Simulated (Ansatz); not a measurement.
## Rb on Al(100): change of the work function

Wanted: Δφ(θ) for Rb/Al(100), starting from the hollow site.

Main program and level: Ansatz 0.2.0; plane-wave DFT, LDA, Ansatz PAW, in the first sound run; inputs show where later runs differ.

Most raw output is cut from this account.

## (1) The starting structure

The cell holds 4 atoms: 4 Al. Its edges and angles: a = 2.864 Å, b = 2.864 Å, c = 24.075 Å, α = 90.0°, β = 90.0°, γ = 90.0°. Vacuum lies along c.

## (2) The clean slab

The bare slab comes first, as the zero from which every change is counted. The two lowest layers are held at bulk places and the upper ones relax. The dipole correction removes the false field that a one-sided slab makes across the periodic vacuum, so each face gets a flat vacuum level of its own.

Contents of input.yaml:

```yaml
crystal:
  lattice:
    - [2.8637824638, 0.0, 0.0]
    - [0.0, 2.8637824638, 0.0]
    - [0.0, 0.0, 24.075]
  atoms:
    - { symbol: Al, position: [0.5, 0.5, 0.3738317757] }
    - { symbol: Al, position: [0.0, 0.0, 0.4579439252] }
    - { symbol: Al, position: [0.5, 0.5, 0.5420560748] }
    - { symbol: Al, position: [0.0, 0.0, 0.6261682243] }
kpoints:
  mp_grid: { grid: [10, 10, 1] }
hamiltonian:
  xc: lda
scf:
  occupations: { method: fermi_dirac, width: 0.1 }
  convergence: { dr2_threshold: 1.0e-08 }
efield:
  axis: 3
  dipole_correction: true
  ramp_position: 0.97
  ramp_width: 0.06
relax:
  f_tol: 0.02
  max_steps: 60
  constraints: [{ sites: [0, 1] }]
output:
  write_potential: true
  write_density: true
  volumetric_format: npy
```

Started as:

```
$ ansatz run input.yaml --threads 2 --pin off --max-ram 3072MiB --backend cpu --events-out ev --progress --plain --runs-dir out
```

The job ended after 15 s (2 threads of Arm Neoverse N1, shared host; peak memory 0.33 GiB; 24 s of CPU time).

The steps of the relaxation:

```tsv
step	energy less that of the first step (eV)	largest force component (eV/Å)
1	0.0000	0.1003
2	-0.0022	0.0209
3	-0.0024	0.0026
```

Forces are held to the 8 operations that the run works with; a distortion that breaks them can't arise in this run.

The atoms that moved most (Å):

```tsv
atom	dx	dy	dz	length
Al4	0.000	0.000	0.042	0.042
Al3	0.000	0.000	0.041	0.041
```

The relaxed structure:

```xyz
4
Lattice="2.8638 0.0000 0.0000 0.0000 2.8638 0.0000 0.0000 0.0000 24.0750" Properties=species:S:1:pos:R:3
Al    1.4319    1.4319    9.0000
Al    0.0000    0.0000   11.0250
Al    1.4319    1.4319   13.0907
Al    0.0000    0.0000   15.1169
```

This step gave:

- energy at zero smearing: -2050.2877 eV
- work function, upper face: 4.490 eV
- dipole along the normal: 3.69e-5 e·Å

Running mean over 2.025 Å of the planar mean; the ramp of the sawtooth is left out. Table of electron's electrostatic potential energy less the Fermi level by z:

```tsv
z (Å)	electron's electrostatic potential energy less the Fermi level (eV)
3	4.49
4	4.49
5	4.49
6	4.42
7	3.69
8	-0.374
9	-4.07
10	-4.50
11	-4.55
12	-4.43
13	-4.54
14	-4.51
15	-4.20
16	-0.947
17	3.42
18	4.40
19	4.48
20	4.49
21	4.49
```

The relaxation took 3 steps and lowered the energy by 0.0024 eV; the largest force on the free atoms ends at 0.0026 eV/Å.

The work function of the upper face is 4.49 eV.

## (3) The covered slab, k-mesh 4×4×1, coverage 0.111 ML

System of this step: Rb/Al(100). The cell holds 37 atoms: 36 Al and 1 Rb. Cell: a = 8.591 Å, b = 8.591 Å, c = 27.070 Å, α = 90.0°, β = 90.0°, γ = 90.0°. Vacuum lies along c.

The clean slab as it ended is repeated in the plane and the adsorbate is set on one face; the cell's size fixes the coverage, and the k-mesh shrinks with it to keep the sampling density about even. Adsorbate and upper layers relax, since the dipole depends on the height.

Contents of input.yaml:

```yaml
crystal:
  lattice:
    - [8.5913473914, 0.0, 0.0]
    - [0.0, 8.5913473914, 0.0]
    - [0.0, 0.0, 27.0697970635]
  atoms:
    - { symbol: Al, position: [0.1666666667, 0.1666666667, 0.332473863] }
    - { symbol: Al, position: [0.0, 0.0, 0.4072804821] }
    - { symbol: Al, position: [0.1666666667, 0.1666666667, 0.4835908631] }
    - { symbol: Al, position: [0.0, 0.0, 0.5584431087] }
    - { symbol: Al, position: [0.1666666667, 0.5, 0.332473863] }
    - { symbol: Al, position: [0.0, 0.3333333333, 0.4072804821] }
    - { symbol: Al, position: [0.1666666667, 0.5, 0.4835908631] }
    - { symbol: Al, position: [0.0, 0.3333333333, 0.5584431087] }
[... 25 atom lines left out ...]
    - { symbol: Al, position: [0.6666666667, 0.6666666667, 0.4072804821] }
    - { symbol: Al, position: [0.8333333333, 0.8333333333, 0.4835908631] }
    - { symbol: Al, position: [0.6666666667, 0.6666666667, 0.5584431087] }
    - { symbol: Rb, position: [0.1666666667, 0.1666666667, 0.667526137] }
kpoints:
  mp_grid: { grid: [4, 4, 1] }
hamiltonian:
  xc: lda
scf:
  occupations: { method: fermi_dirac, width: 0.1 }
  convergence: { dr2_threshold: 1.0e-08 }
efield:
  axis: 3
  dipole_correction: true
  ramp_position: 0.97
  ramp_width: 0.06
relax:
  f_tol: 0.02
  max_steps: 60
  constraints:
    - { sites: [0, 1, 4, 5, 8, 9, 12, 13, 16, 17, 20, 21, 24, 25, 28, 29, 32, 33] }
output:
  bader: true
  write_potential: true
  write_density: true
  volumetric_format: npy
```

The job ended after 12 min (2 threads; peak memory 2.4 GiB).

Step by step:

```tsv
step	energy less that of the first step (eV)	largest force component (eV/Å)
1	0.0000	0.1733
2	-0.2023	0.0709
3	-0.2038	0.0371
4	-0.2041	0.0023
```

Forces are held to the 8 operations that the run works with; a distortion that breaks them can't arise in this run.

The atoms that moved most (Å):

```tsv
atom	dx	dy	dz	length
Rb37	0.000	0.000	-0.239	0.239
Al4	-0.015	-0.015	-0.186	0.187
Al16	0.015	-0.015	-0.186	0.187
Al8	-0.015	0.015	-0.186	0.187
Al20	0.015	0.015	-0.186	0.187
Al28	0.000	0.000	-0.138	0.138
Al24	0.000	0.000	-0.138	0.138
Al32	0.000	0.000	-0.138	0.138
```

The relaxed structure:

```
Al Rb
1.0
     8.59135    0.00000    0.00000
     0.00000    8.59135    0.00000
     0.00000    0.00000   27.06980
Al Rb
36 1
Direct
  0.16667 0.16667 0.33247
  0.00000 0.00000 0.40728
  0.16667 0.16667 0.47936
  0.99820 0.99820 0.55157
  0.16667 0.50000 0.33247
  0.00000 0.33333 0.40728
  0.16667 0.50070 0.47931
  0.99820 0.33513 0.55157
  0.16667 0.83333 0.33247
  0.00000 0.66667 0.40728
  0.16667 0.83263 0.47931
  0.99997 0.66667 0.55335
  0.50000 0.16667 0.33247
  0.33333 0.00000 0.40728
  0.50070 0.16667 0.47931
  0.33513 0.99820 0.55157
  0.50000 0.50000 0.33247
  0.33333 0.33333 0.40728
  0.50068 0.50068 0.47945
  0.33513 0.33513 0.55157
  0.50000 0.83333 0.33247
  0.33333 0.66667 0.40728
  0.50068 0.83265 0.47945
  0.33336 0.66667 0.55335
  0.83333 0.16667 0.33247
  0.66667 0.00000 0.40728
  0.83263 0.16667 0.47931
  0.66667 0.99997 0.55335
  0.83333 0.50000 0.33247
  0.66667 0.33333 0.40728
  0.83265 0.50068 0.47945
  0.66667 0.33336 0.55335
  0.83333 0.83333 0.33247
  0.66667 0.66667 0.40728
  0.83265 0.83265 0.47945
  0.66667 0.66667 0.55345
  0.16667 0.16667 0.65870
```

This step gave:

```
energy at zero smearing        : -21624.8744 eV
work function, upper face      : 2.031 eV
work function, lower face      : 4.449 eV
dipole along the normal        : 0.9864 e·Å
step between the vacuum levels : -2.418 eV
```

Running mean over 2.025 Å of the planar mean; the ramp of the sawtooth is left out. Table of electron's electrostatic potential energy less the Fermi level by z:

```tsv
z (Å)	electron's electrostatic potential energy less the Fermi level (eV)
4	4.45
5	4.44
6	4.38
7	3.63
8	-0.449
9	-4.16
10	-4.53
11	-4.61
12	-4.81
13	-4.66
14	-4.70
15	-4.14
16	-0.560
17	1.65
18	0.991
19	1.54
20	2.01
21	2.03
22	2.03
23	2.03
```

The relaxation took 4 steps and lowered the energy by 0.20 eV; the largest force on the free atoms ends at 0.0023 eV/Å.

The covered face has 2.03 eV, -2.46 eV against the clean one; the bare back face has moved by -0.04 eV, a measure of how thin the slab is.

## (4) Adsorbate added, k-mesh 5×5×1, coverage 0.25 ML

System of this step: Rb/Al(100). The cell holds 17 atoms: 16 Al and 1 Rb. Cell: a = 5.728 Å, b = 5.728 Å, c = 27.070 Å, α = 90.0°, β = 90.0°, γ = 90.0°. Vacuum lies along c.

Another coverage, to see how the dipoles act on each other as their distance changes.

Contents of input.yaml:

```yaml
crystal:
  lattice:
    - [5.7275649276, 0.0, 0.0]
    - [0.0, 5.7275649276, 0.0]
    - [0.0, 0.0, 27.0697970635]
  atoms:
    - { symbol: Al, position: [0.25, 0.25, 0.332473863] }
    - { symbol: Al, position: [0.0, 0.0, 0.4072804821] }
    - { symbol: Al, position: [0.25, 0.25, 0.4835908631] }
    - { symbol: Al, position: [0.0, 0.0, 0.5584431087] }
    - { symbol: Al, position: [0.25, 0.75, 0.332473863] }
    - { symbol: Al, position: [0.0, 0.5, 0.4072804821] }
    - { symbol: Al, position: [0.25, 0.75, 0.4835908631] }
    - { symbol: Al, position: [0.0, 0.5, 0.5584431087] }
    - { symbol: Al, position: [0.75, 0.25, 0.332473863] }
    - { symbol: Al, position: [0.5, 0.0, 0.4072804821] }
    - { symbol: Al, position: [0.75, 0.25, 0.4835908631] }
    - { symbol: Al, position: [0.5, 0.0, 0.5584431087] }
    - { symbol: Al, position: [0.75, 0.75, 0.332473863] }
    - { symbol: Al, position: [0.5, 0.5, 0.4072804821] }
    - { symbol: Al, position: [0.75, 0.75, 0.4835908631] }
    - { symbol: Al, position: [0.5, 0.5, 0.5584431087] }
    - { symbol: Rb, position: [0.25, 0.25, 0.667526137] }
kpoints:
  mp_grid: { grid: [5, 5, 1] }
hamiltonian:
  xc: lda
scf:
  occupations: { method: fermi_dirac, width: 0.1 }
  convergence: { dr2_threshold: 1.0e-08 }
efield:
  axis: 3
  dipole_correction: true
  ramp_position: 0.97
  ramp_width: 0.06
relax:
  f_tol: 0.02
  max_steps: 60
  constraints: [{ sites: [0, 1, 4, 5, 8, 9, 12, 13] }]
output:
  bader: true
  dos: { projected: true, e_range: [-8, 4] }
  write_potential: true
  write_density: true
  volumetric_format: npy
  elf: true
```

Wall time 2.8 min (2 threads); peak memory 0.86 GiB; 5.1 min of CPU time.

Step by step:

```tsv
step	energy less that of the first step (eV)	largest force component (eV/Å)
1	0.0000	0.0910
2	-0.0034	0.0619
3	-0.0046	0.0071
```

Forces are held to the 8 operations that the run works with; a distortion that breaks them can't arise in this run.

The atoms that moved most (Å):

```tsv
atom	dx	dy	dz	length
Rb17	0.000	0.000	-0.065	0.065
Al4	-0.011	-0.011	-0.008	0.017
Al12	0.011	-0.011	-0.008	0.017
Al8	-0.011	0.011	-0.008	0.017
Al16	0.011	0.011	-0.008	0.017
Al3	0.000	0.000	0.006	0.006
```

Numbers from this step:

```yaml
energy_at_zero_smearing: -11372.6477 eV
work_function_upper_face: 1.915 eV
work_function_lower_face: 4.469 eV
dipole_along_the_normal: 0.4629 e·Å
step_between_the_vacuum_levels: -2.553 eV
```

Running mean over 2.025 Å of the planar mean; the ramp of the sawtooth is left out. Electron's electrostatic potential energy less the Fermi level against z:

z (Å), electron's electrostatic potential energy less the Fermi level (eV) and a bar from the least value:
```
      3.5       4.47 ##############################
      4.0       4.47 ##############################
      4.5       4.47 ##############################
      5.0       4.46 ##############################
      5.5       4.45 ##############################
      6.0       4.40 ##############################
      6.5       4.24 #############################
      7.0       3.67 ###########################
      7.5       2.06 ######################
      8.0      -0.36 ##############
      8.5      -2.69 ######
      9.0      -4.06 ##
      9.5      -4.40 #
     10.0      -4.49 
     10.5      -4.55 
     11.0      -4.54 
     11.5      -4.45 
     12.0      -4.42 #
     12.5      -4.44 #
     13.0      -4.54 
     13.5      -4.59 
     14.0      -4.56 
     14.5      -4.47 
     15.0      -4.20 #
     15.5      -3.20 #####
     16.0      -1.28 ###########
     16.5       0.29 ################
     17.0       0.18 ################
     17.5      -1.10 ############
     18.0      -1.80 #########
     18.5      -1.76 #########
     19.0      -0.57 #############
     19.5       0.82 ##################
     20.0       1.40 ####################
     20.5       1.62 #####################
     21.0       1.75 #####################
     21.5       1.82 #####################
     22.0       1.86 #####################
     22.5       1.89 #####################
     23.0       1.90 #####################
     23.5       1.91 ######################
```

The density of states has structure finer than the step of the table below, so its rows give means over 0.25 eV, whole bins alone (the curve runs from -8 to 1.98 eV). Peaks (eV: height): -4.840: 14.2, -1.410: 24.7, -0.810: 16.9, -0.240: 17.1, 0.600: 26.1, 1.350: 15.5, 1.830: 24.4.

Density of states against energy, zero at the Fermi level; means over each step:

energy (eV), density of states (states/eV a cell) and a bar from the least value:
```
    -7.75        2.3 #
    -7.50        5.4 #########
    -7.25        3.0 ###
    -7.00        2.5 #
    -6.75        3.3 ###
    -6.50        4.4 ######
    -6.25        4.7 #######
    -6.00        6.2 ###########
    -5.75        4.0 #####
    -5.50        3.8 #####
    -5.25        2.0 
    -5.00        2.2 
    -4.75        8.0 ################
    -4.50        4.5 ######
    -4.25        6.1 ###########
    -4.00        6.5 ############
    -3.75        6.6 ############
    -3.50        5.8 ##########
    -3.25        4.1 ######
    -3.00        5.6 #########
    -2.75        9.1 ##################
    -2.50        4.0 #####
    -2.25        7.4 ##############
    -2.00        7.8 ###############
    -1.75        6.6 ############
    -1.50       10.5 ######################
    -1.25        6.1 ###########
    -1.00        5.0 ########
    -0.75        7.1 #############
    -0.50        7.7 ###############
    -0.25        9.9 #####################
     0.00        8.0 ################
     0.25        8.5 #################
     0.50       13.5 ##############################
     0.75        7.3 ##############
     1.00        6.1 ###########
     1.25        8.9 ##################
     1.50        8.6 #################
     1.75       13.1 #############################
```

Projected DOS per atom over height of the atomic layer and energy from the Fermi level. Layers: Al4 Al4 Al4 Al4 Rb from below.

Ten even steps from '_' (0.01 states/eV) to '@' (1.06 states/eV), each cell a mean:
```
**==++**..
==::::==::
--::::--@@
++++**++%%
++--::++++
++--::++__
==::::==__
++----++__
==--==--__
------==__
==----++__
::::::::__
------==__
--------__
--------__
........__
..::::..__
::====::__
::::::::__
..::::..__
..::::..__
........__
```
Columns: height of the atomic layer (Å) from 9 to 18.0 (not evenly spaced); rows upwards: energy from the Fermi level (eV) from -7.96 to 1.95.

ELF in the ca plane at fractional y = 0.250, with atoms of Al and Rb within 0.2 Å of it. It is the smooth field of the valence electrons, not physical close to the nuclei.

Values, 8 rows by 16 columns, each cell a mean:
```
0.71 0.59 0.52 0.53 0.57 0.60 0.55 0.55 0.21 0.04 0.03 0.04 0.17 0.18 0.08 0.02
0.29 0.34 0.30 0.44 0.19 0.34 0.31 0.23 0.13 0.04 0.03 0.10 0.19 0.15 0.06 0.01
0.36 0.42 0.35 0.46 0.27 0.42 0.36 0.30 0.16 0.03 0.02 0.09 0.19 0.16 0.07 0.01
0.75 0.60 0.58 0.55 0.61 0.60 0.60 0.61 0.20 0.11 0.08 0.03 0.15 0.19 0.08 0.02
0.72 0.59 0.53 0.53 0.57 0.60 0.55 0.52 0.22 0.72 0.56 0.06 0.11 0.22 0.10 0.02
0.29 0.33 0.30 0.43 0.19 0.33 0.31 0.19 0.43 0.55 0.77 0.15 0.08 0.23 0.12 0.02
0.37 0.42 0.35 0.46 0.27 0.42 0.37 0.26 0.38 0.69 0.76 0.13 0.09 0.23 0.12 0.02
0.75 0.60 0.57 0.55 0.60 0.60 0.60 0.59 0.18 0.56 0.41 0.04 0.12 0.22 0.10 0.02
```
Columns run along c (16.0 Å, from fractional 0.32 to 0.91 of the cell), rows up along a (5.7 Å). Atoms in or near the plane, at fractional coordinates: Al at (0.33, 0.25), Al at (0.48, 0.25), Al at (0.33, 0.75), Al at (0.48, 0.75), Rb at (0.67, 0.25).

Electrostatic potential energy in the ca plane at fractional y = 0.250, with atoms of Al and Rb within 0.2 Å of it. With pseudopotentials it is smooth inside the atoms' cores, unlike the true potential.

Values in eV, 8 rows by 16 columns, each cell a mean:
```
 -8  -3   0   0  -7  -3   1   3   4   2   2   2   3   3   3   3
-13 -11   2  -2 -13 -11   2   4   4   3   3   3   3   3   3   3
-15 -10   2  -1 -14 -10   2   4   4   3   3   3   3   3   3   3
 -3  -1   0   1  -3  -1   1   2   3   1   1   2   3   3   3   3
 -8  -3   0   1  -7  -3   1   2   0 -10  -4   2   3   3   3   3
-13 -11   2  -2 -13 -11   2   3  -6 -19 -13   1   3   3   3   3
-14 -10   2  -1 -14 -10   2   3  -4 -19 -12   1   3   3   3   3
 -3  -1   0   1  -3  -1   1   2   1  -6  -2   2   3   3   3   3
```
Columns run along c (16.0 Å, from fractional 0.32 to 0.91 of the cell; values clipped at the 3rd and 97th percentile), rows up along a (5.7 Å). Atoms in or near the plane, at fractional coordinates: Al at (0.33, 0.25), Al at (0.48, 0.25), Al at (0.33, 0.75), Al at (0.48, 0.75), Rb at (0.67, 0.25).

Valence density in the ca plane at fractional y = 0.250, with atoms of Al and Rb within 0.2 Å of it. It is the smooth field of the valence electrons, not physical close to the nuclei.

Ten steps, logarithmic in the rise over the least value, from '0' (0.0 e/Å³) to '9' (2.0 e/Å³), each cell a mean:
```
45555455444555554444432211111000000000000000
45555444445555554444332110000000000000000000
43345444445433454443322110000000000000000000
43344444445433454433322110000000000000000000
43345444445433454443322110000000000000000000
45555444445555554444332111000000000000000000
45555455444555554444432211111000000000000000
45555555544555554554433234443210000000000000
45555444445555554444433357776310000000000000
44455444445544454444333579998531000000000000
43345444445433454433333689999631000000000000
43345444445433454433333689999631000000000000
44455444445544454444333579998531000000000000
45555444445555554444433357775310000000000000
45555555544455554554433233443100000000000000
```
Columns run along c (16.0 Å, from fractional 0.32 to 0.91 of the cell), rows up along a (5.7 Å). Atoms in or near the plane, at fractional coordinates: Al at (0.33, 0.25), Al at (0.48, 0.25), Al at (0.33, 0.75), Al at (0.48, 0.75), Rb at (0.67, 0.25).

The relaxation took 3 steps and lowered the energy by 0.0046 eV; the largest force on the free atoms ends at 0.0071 eV/Å.

By hand: a sheet of dipoles makes a step −p/(ε₀A) in the electron's potential. With e/ε₀ = 180.95 V·Å, p = 0.4629 e·Å and A = 32.80 Å², that is −180.95 × (0.4629) / 32.80 = -2.553 eV, and the two vacuum levels of the run differ by -2.553 eV.

The covered face has 1.92 eV, -2.57 eV against the clean one; the bare back face has moved by -0.02 eV, a measure of how thin the slab is.

## (5) Work function against coverage

This step: plane-wave DFT, LDA, Ansatz PAW; work function against coverage (Ansatz 0.2.0).

The runs are now put side by side.

This step gave:

```
work function of the clean face     : 4.490 eV
largest change of the work function : -2.574 eV
```

Table of work function of the covered face by coverage:

```tsv
coverage (adsorbates/nm²)	work function of the covered face (eV)
0.00	4.49
1.35	2.03
3.05	1.92
```

The dipole per adsorbate comes from the change of the cell's dipole. Coverage, by row:

```tsv
coverage (1/nm²)	coverage (ML)	work function (eV)	change (eV)	dipole per adsorbate, positive end outwards (debye)	mean height of the added atoms over the highest substrate atom (Å)
1.355	0.1111	2.031	-2.459	4.737	2.849
3.048	0.25	1.915	-2.574	2.223	2.896
```

## (6) The 0.25 ML cell at another level of theory, functional PBEsol

This step: plane-wave DFT, PBEsol, Ansatz PAW (Ansatz 0.2.0).

The geometry is kept and the functional is PBEsol.

Contents of input.yaml:

```yaml
crystal:
  lattice:
    - [5.7275649276, 0.0, 0.0]
    - [0.0, 5.7275649276, 0.0]
    - [0.0, 0.0, 27.0697970635]
  atoms:
    - { symbol: Al, position: [0.25, 0.25, 0.332473863] }
    - { symbol: Al, position: [0.0, 0.0, 0.4072804821] }
    - { symbol: Al, position: [0.25, 0.25, 0.4838185947] }
    - { symbol: Al, position: [-0.0019130774, -0.0019130774, 0.5581487813] }
    - { symbol: Al, position: [0.25, 0.75, 0.332473863] }
    - { symbol: Al, position: [0.0, 0.5, 0.4072804821] }
    - { symbol: Al, position: [0.25, 0.75, 0.483567001] }
    - { symbol: Al, position: [-0.0019130774, 0.5019130774, 0.5581487813] }
    - { symbol: Al, position: [0.75, 0.25, 0.332473863] }
    - { symbol: Al, position: [0.5, 0.0, 0.4072804821] }
    - { symbol: Al, position: [0.75, 0.25, 0.483567001] }
    - { symbol: Al, position: [0.5019130774, -0.0019130774, 0.5581487813] }
    - { symbol: Al, position: [0.75, 0.75, 0.332473863] }
    - { symbol: Al, position: [0.5, 0.5, 0.4072804821] }
    - { symbol: Al, position: [0.75, 0.75, 0.4835688734] }
    - { symbol: Al, position: [0.5019130774, 0.5019130774, 0.5581487813] }
    - { symbol: Rb, position: [0.25, 0.25, 0.6651197716] }
kpoints:
  mp_grid: { grid: [5, 5, 1] }
hamiltonian:
  xc: pbesol
scf:
  occupations: { method: fermi_dirac, width: 0.1 }
  convergence: { dr2_threshold: 1.0e-08 }
efield:
  axis: 3
  dipole_correction: true
  ramp_position: 0.97
  ramp_width: 0.06
output:
  write_potential: true
  write_density: true
  volumetric_format: npy
```

Run time: 47 s. Hardware: 2 threads; peak memory 0.94 GiB.

Numbers from this step:

- energy at zero smearing: -11605.7522 eV
- work function, upper face: 1.794 eV
- work function, lower face: 4.367 eV
- dipole along the normal: 0.4664 e·Å
- step between the vacuum levels: -2.573 eV

The work function comes to 1.79 eV, -0.12 eV from the first level.

(Continued in part 2 of 2.)

[Logs are printed without paths, hosts, clocks, repeated set-up lines and the standing remarks that a program may print on its own settings, such as how far it seeks lower states.]

[Hosts, paths, dates, database ids (printed as entryN), source tags and the programs' standing remarks are cut or masked in the printed files.]

[Maps of the electrostatic potential energy from Ansatz leave out the sawtooth potential of an applied field or a dipole correction, so their vacuum need not be flat; planar profiles and work functions include it.]

[The density of states shown here was stored with 400 of the rows of the run's finer table, so its peaks can read low, often by over a quarter, or be missed, and its means over a window can be off by a tenth or more.]
